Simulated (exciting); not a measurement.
# ZnS (Wurtzite-2H): the Zn K edge from the Bethe–Salpeter equation, part 3 of 3

Aim: the Zn K absorption edge of ZnS (Wurtzite-2H) with the electron–hole interaction treated explicitly, and what each term of the kernel does.

exciting sodium; X-ray absorption, core-level Bethe-Salpeter equation, exchange and statically screened direct term, Tamm-Dancoff, all-electron LAPW+lo LDA.

So far. Step 6 (Exchange alone): Maxima (height): 5.0 eV (0.79), 8.0 eV (0.67), 11.0 eV (0.69) and 13.2 eV (0.74). The spectrum is that of the independent-particle run within 1 %. Step 7 (Direct term alone): Maxima (height): 2.8 eV (1.00), 7.0 eV (0.64), 10.2 eV (0.69) and 12.3 eV (0.65). The spectrum is that of the singlet run within 1 %.

The database entry behind the starting cell differs from later determinations by our own check (about 0.4 % short), so it need not match the best structure at ambient conditions.

### 8. Local-field cutoff

Changed against the first singlet run: cutoff of the screened term (bohr⁻¹) from 3 to 4.

The input, input.xml:

```
<input>
  <title>ZnS</title>
  <structure speciespath="." autormt="false" epslat="1.0e-5">
    <crystal>
      <basevect>7.2017462596 0.0000000000 0.0000000000</basevect>
      <basevect>-3.6008731298 6.2368952124 0.0000000000</basevect>
      <basevect>0.0000000000 0.0000000000 11.7805526588</basevect>
    </crystal>
    <species speciesfile="Zn.xml" rmt="2.240">
      <atom coord="0.6666666667 0.3333333333 0.5000000000"/>
      <atom coord="0.3333333333 0.6666666667 0.0000000000"/>
    </species>
    <species speciesfile="S.xml" rmt="2.002">
      <atom coord="0.6666666667 0.3333333333 0.8850000000"/>
      <atom coord="0.3333333333 0.6666666667 0.3850000000"/>
    </species>
  </structure>
  <groundstate do="skip" xctype="LDA_PW" ngridk="5 5 2" rgkmax="7" gmaxvr="14" nempty="8" swidth="0.001" maxscl="100" epsengy="1e-5"/>
  <xs xstype="BSE" ngridk="5 5 2" ngridq="5 5 2" vkloff="0.097 0.273 0.493" rgkmax="7" nempty="32" gqmax="4" lmaxapwwf="5" lmaxemat="2" broad="0.03050" tevout="true">
    <energywindow intv="348.766 350.383" points="439"/>
    <screening screentype="full" nempty="55"/>
    <BSE xas="true" xasspecies="1" xasatom="1" xasedge="K" bsetype="singlet" nstlxas="1 28"/>
    <qpointset>
      <qpoint>0 0 0</qpoint>
    </qpointset>
    <plan>
      <doonly task="xsgeneigvec"/>
      <doonly task="screen"/>
      <doonly task="scrcoulint"/>
    </plan>
  </xs>
</input>
```

The input, input.xml for the exchange start (cutoff and plan only):

```
  gqmax="3"
  <plan>
    <doonly task="exccoulint"/>
  </plan>
```

The run is started by

```console
> OMP_NUM_THREADS=1 mpirun -n 2 exciting
> OMP_NUM_THREADS=1 mpirun -n 2 exciting
```

Numbers of over 12 decimals in the logs are rounded to 6 here.

Log:

```text
| EXCITING SODIUM started for task xsgeneigvec ( 301)                          =
One-shot GS runs for BSE calculations
One-shot GS runs for k+qmt/2 grids
Info(xsgeneigvec): Generating eigenvectors for Q-point      1
Info(xsgeneigvec): Generation of eigenvectors finished
| EXCITING SODIUM started for task screen ( 430)                               =
Info(screenlauncher): Calculating screening for unshifted q-grid.
Info(screenlauncher): Number of q points:      10
Info(screenlauncher): lowest (partially)  unoccupied state:     25
Info(screenlauncher): highest (partially) occupied state  :     24
Info(screenlauncher): number of occupied states considered:   24
Info(screenlauncher): number of unoccupied states considered:   56
Info(screenlauncher): Starting loop over q-points
Info(screenlauncher): Screening for unshifted q-grid finished
Info(screenlauncher): Screening finished
| EXCITING SODIUM started for task scrcoulint ( 440)                           =
Info(scrcoulintlauncher): Setting up screened Coulomb interaction matrix W.
Info(scrcoulintlauncher): Using momentum transfer vectors from list :   1 to  1
Info(scrcoulintlauncher): Calculating screened Coulomb interaction matrix W
Info(scrcoulintlauncher): Momentum transfer list index: iqmt=  1
Info(scrcoulintlauncher): Momentum transfer: vqmtl=   0.000   0.000   0.000
Info(scrcoulintlauncher): Calculating RR block of W
Info(scrcoulint): Inspecting occupations...
Info(setranges_modxs): Number of non-reduced k-points:       50
Info(setranges_modxs): Number of states considered:       57
Info(setranges_modxs): Number of (partially) occupied states:       12
Info(setranges_modxs): Highest (partially) occupied states:       24
Info(setranges_modxs): Number of (partially) unoccupied states:       33
Info(setranges_modxs): Lowest (partially) unoccupied states:       25
Info(scrcoulint): Selecting transitions...
Info(select_transitions): Inspecting transitions in the  band interval:
  lowest occupied state:   1
  highest occupied state:   2
  lowest unoccupied state:  25
  highest unoccupied state:  52
  Opening gap with a scissor of:      0.000/H      0.000/eV
Info(select_transitions): Number of participating transitions:    2800
Info(scrcoulint): Size of file SCCLI will be about     0.059581 GB
Info(scrcoulint): Using q-grid
Info(scrcoulint): Number of reduced q-points:     10
Info(scrcoulint): Number of non-reduced q-points:     50
Info(scrcoulint): Calculating W(G1,G2,qr) fourier coefficients
Info(scrcoulint): Calculating W matrix elements
Info(scrcoulintlauncher): Screened coulomb interaction finished for iqmt=   1
| EXCITING SODIUM started for task exccoulint ( 441)                           =
Info(exccoulintlauncher): Setting up exchange interaction matrix V.
Info(exccoulintlauncher): Using momentum transfer vectors from list :   1 to  1
Info(exccoulintlauncher):Calculating exchange interaction matrix V
Info(exccoulintlauncher): Momentum transfer list index: iqmt=  1
Info(exccoulintlauncher): Momentum transfer: vqmtl=   0.000   0.000   0.000
Info(exccoulintlauncher): Calculating RR block of V
Info(exccoulint): Inspecting occupations...
Info(setranges_modxs): Number of non-reduced k-points:       50
Info(setranges_modxs): Number of states considered:       57
Info(setranges_modxs): Number of (partially) occupied states:       12
Info(setranges_modxs): Highest (partially) occupied states:       24
Info(setranges_modxs): Number of (partially) unoccupied states:       33
Info(setranges_modxs): Lowest (partially) unoccupied states:       25
Info(exccoulint): Selecting transitions...
Info(select_transitions): Inspecting transitions in the  band interval:
  lowest occupied state:   1
  highest occupied state:   2
  lowest unoccupied state:  25
  highest unoccupied state:  52
  Opening gap with a scissor of:      0.000/H      0.000/eV
Info(select_transitions): Number of participating transitions:    2800
Info(exccoulint): Size of file EXCLI will be about     0.059581 GB
```

It took 24 min on 2 MPI ranks of Arm Neoverse V1, shared host.

The run was cut off at its time limit.

### 9. The levels of theory side by side

```csv
level,curve passes 0.15 (eV),highest maximum (eV),its height
IP,0.9,5.0,0.79
RPA,0.9,5.0,0.79
direct only,-1.0,2.8,1.00
singlet,-1.0,2.8,1.00
```

```
E (eV)    IP   RPA  direct only  singlet
  -6.0  0.02  0.02         0.03     0.03
  -5.0  0.02  0.02         0.03     0.03
  -4.0  0.02  0.02         0.04     0.04
  -3.0  0.03  0.03         0.06     0.06
  -2.0  0.04  0.04         0.09     0.09
  -1.0  0.05  0.05         0.15     0.15
   0.0  0.09  0.09         0.34     0.34
   1.0  0.17  0.17         0.71     0.71
   2.0  0.30  0.30         0.82     0.82
   3.0  0.44  0.44         0.99     0.99
   4.0  0.69  0.69         0.87     0.87
   5.0  0.78  0.78         0.72     0.72
   6.0  0.71  0.71         0.63     0.63
   7.0  0.65  0.65         0.64     0.64
   8.0  0.67  0.67         0.59     0.59
   9.0  0.59  0.59         0.56     0.56
  10.0  0.59  0.59         0.68     0.68
  11.0  0.69  0.69         0.62     0.62
  12.0  0.66  0.66         0.65     0.65
  13.0  0.74  0.74         0.62     0.62
  14.0  0.71  0.71         0.54     0.54
  15.0  0.66  0.66         0.49     0.49
  16.0  0.60  0.60         0.47     0.47
  17.0  0.60  0.60         0.51     0.51
  18.0  0.65  0.65         0.52     0.52
```

### 10. Outcome

```json
{"absorber and edge": "Zn K, atom 1", "surroundings": "3 S at 2.31 Å and 1 S at 2.40 Å (distorted tetrahedral, site symmetry 3m)", "first bright state": "0.73 eV from the Kohn–Sham onset, on this mesh", "highest maximum": "2.8 eV", "cost of the BSE run": "26 min on 2 MPI ranks of Arm Neoverse V1, shared host; the last task ran on as many threads"}
```

In words: Is a core exciton bound? Undecided on this mesh: the first bright state (over 5 % of the brightest) lies at 0.73 eV from the Kohn–Sham onset and at -0.37 eV from the lowest bare transition of its own mesh; weaker or dark states reach down to 0.07 eV. Exchange alone changes the independent-particle spectrum by 0.0 % r.m.s. Leaving exchange out of the full kernel changes the spectrum by 0.0 % r.m.s. A mesh of 50 points doesn't converge binding energies, and fine structure above the first lines is partly noise of the mesh. The kernel cutoff is low for a compact core orbital, so the effect of exchange is a lower bound. The zero comes from the unshifted 5×5×2 ground-state mesh; it is exact only where the band minimum lies on that mesh. The Kohn–Sham onset, 9502 eV, is no photon energy (tabulated edge of the element: 9659 eV): the scale needs a rigid shift. Bands and screening come from semilocal DFT, whose small gap overscreens. Vibrations and energy-dependent lifetimes are left out. The structure is a published determination, not relaxed.

[Banner, clock and machine lines of the logs are left out without a mark of their own.]

[Logs are printed without paths, hosts, clocks, repeated set-up lines and the standing remarks that a program may print on its own settings, such as how far it seeks lower states.]

[Hosts, paths, dates, database ids (printed as entryN), source tags and the programs' standing remarks are cut or masked in the printed files.]
